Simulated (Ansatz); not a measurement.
## Work function of Ba(100): what the settings cost and change: run, setting PBE, Ansatz PAW (420 eV)

Ansatz 0.2.0; plane-wave DFT, PBE, Ansatz PAW.

A work function rests on the faint tail of the density, so the SCF threshold is tight. PBE on the default files comes first; the next runs keep the geometry and change functional or files, each at the cutoff that its files recommend; a relaxation and, for heavy metals, spin-orbit coupling close the ladder.

The input, input.yaml:

```yaml
crystal:
  lattice:
    - [5.02, 0.0, 0.0]
    - [0.0, 5.02, 0.0]
    - [0.0, 0.0, 33.06]
  atoms:
    - { symbol: Ba, position: [0.0, 0.0, 0.2722323049] }
    - { symbol: Ba, position: [0.5, 0.5, 0.3481548699] }
    - { symbol: Ba, position: [0.0, 0.0, 0.424077435] }
    - { symbol: Ba, position: [0.5, 0.5, 0.5] }
    - { symbol: Ba, position: [0.0, 0.0, 0.575922565] }
    - { symbol: Ba, position: [0.5, 0.5, 0.6518451301] }
    - { symbol: Ba, position: [0.0, 0.0, 0.7277676951] }
kpoints:
  mp_grid: { grid: [8, 8, 1] }
hamiltonian:
  xc: pbe
scf:
  occupations: { method: fermi_dirac, width: 0.1 }
  convergence: { dr2_threshold: 1.0e-09 }
efield:
  axis: 3
  dipole_correction: true
  ramp_position: 0.97
  ramp_width: 0.06
output:
  write_potential: true
  write_density: true
  volumetric_format: npy
  elf: true
```

Command:

```sh
$ ansatz run input.yaml --threads 2 --pin off --max-ram 3072MiB --backend cpu --events-out ev --progress --plain --runs-dir out
```

**Question.** What does this run give for the work function, upper face; and electron's electrostatic potential energy less the Fermi level against z?

In the vacuum the potential turns flat, and its height over the Fermi level, 2.36 eV, is the work function of the face beside that plateau.

Valence density in the ca plane at fractional y = 0.000, with atoms of Ba within 0.2 Å of it. It is the smooth field of the valence electrons, not physical close to the nuclei.

ELF in the ca plane at fractional y = 0.000, with atoms of Ba within 0.2 Å of it.

Read from the output:

| Item | Value |
| --- | --- |
| work function, upper face | 2.364 eV |

Running mean over 2.51 Å of the planar mean; the ramp of the sawtooth is left out. The electron's electrostatic potential energy less the Fermi level by z:

z (Å), electron's electrostatic potential energy less the Fermi level (eV) and a bar from the least value:
```
        4       2.36 ##############################
        5       2.32 ##############################
        6       2.16 #############################
        7       1.28 ########################
        8      -1.37 #########
        9      -3.00 
       10      -3.05 
       11      -2.88 #
       12      -2.84 #
       13      -2.89 #
       14      -2.92 #
       15      -2.92 #
       16      -2.92 #
       17      -2.92 #
       18      -2.92 #
       19      -2.92 #
       20      -2.89 #
       21      -2.85 #
       22      -2.88 #
       23      -3.04 
       24      -3.03 
       25      -1.54 ########
       26       1.17 #######################
       27       2.13 #############################
       28       2.32 ##############################
       29       2.36 ##############################
```

Electrostatic potential energy in the ca plane at fractional y = 0.000, with atoms of Ba within 0.2 Å of it. With pseudopotentials it is smooth inside the atoms' cores, unlike the true potential.

Values in eV, 7 rows by 16 columns, each cell a mean:
```
-27 -35  -5   4   1 -25 -36  -6   4   2 -24 -37  -9   2   4   4
 -5 -10   1   5   3  -5 -10   1   5   3  -5 -11   0   3   4   4
  3   3   4   5   4   3   3   4   5   5   3   2   3   4   4   4
  5   4   5   5   5   5   4   5   5   5   4   4   4   4   4   4
  2   1   4   5   4   2   1   4   5   4   2   1   3   4   4   4
-11 -17   0   4   3 -10 -18  -1   5   3 -10 -19  -2   3   4   4
-30 -38  -7   4   1 -29 -39  -8   4   1 -28 -39 -11   2   4   4
```
Columns run along c (16.0 Å, from fractional 0.40 to 0.88 of the cell; values clipped at the 3rd and 97th percentile), rows up along a (5.0 Å). Atoms in or near the plane, at fractional coordinates: Ba at (0.42, 0.00), Ba at (0.58, 0.00), Ba at (0.73, 0.00).

Ten even steps from '0' (0.0 e/Å³) to '9' (1.3 e/Å³), each cell a mean:
```
59759820000001696597200000016966961000000000
27998410000001379984100000013899831000000000
12443100000000124431000000001344210000000000
00110000000000001100000000000011000000000000
00000000000000000000000000000000000000000000
00000000000000000000000000000000000000000000
00000000000000000000000000000000000000000000
00000000000000000000000000000000000000000000
00000000000000000000000000000000000000000000
01221000000000012210000000000122100000000000
14776210000000247752000000002577520000000000
49989620000001499895100000015999951000000000
69538830000002694387200000027933972000000000
```
Columns run along c (16.0 Å, from fractional 0.40 to 0.88 of the cell), rows up along a (5.0 Å). Atoms in or near the plane, at fractional coordinates: Ba at (0.42, 0.00), Ba at (0.58, 0.00), Ba at (0.73, 0.00).

Ten even steps from '0' (0.01) to '9' (0.88), each cell a mean:
```
98316972145215982179612552159722897200000000
79999941245313799998412553138999984100000000
36898511355311378974113564113789741000100000
11332112455421123321124565311233210001100000
21111124555543211112245555542211111122100000
44444455555555444444555555665544444432110000
55555555555555555555555555666655555442110000
32222345555554322223445555654322222332100000
11111113455532111111134565421111110111100000
14665211355421146642114564212466521000100000
58999731255312599996213563116999973000000000
89658961245214896599512552149966996200000000
98104972145215970059722552169600697200000000
```
Columns run along c (16.0 Å, from fractional 0.40 to 0.88 of the cell), rows up along a (5.0 Å). Atoms in or near the plane, at fractional coordinates: Ba at (0.42, 0.00), Ba at (0.58, 0.00), Ba at (0.73, 0.00).

[Long decimals in the printed logs are rounded to 6 places.]

[Logs are printed without paths, hosts, clocks, repeated set-up lines and the standing remarks that a program may print on its own settings, such as how far it seeks lower states.]

[Hosts, paths, dates, database ids (printed as entryN), source tags and the programs' standing remarks are cut or masked in the printed files.]

[Maps of the electrostatic potential energy from Ansatz leave out the sawtooth potential of an applied field or a dipole correction, so their vacuum need not be flat; planar profiles and work functions include it.]
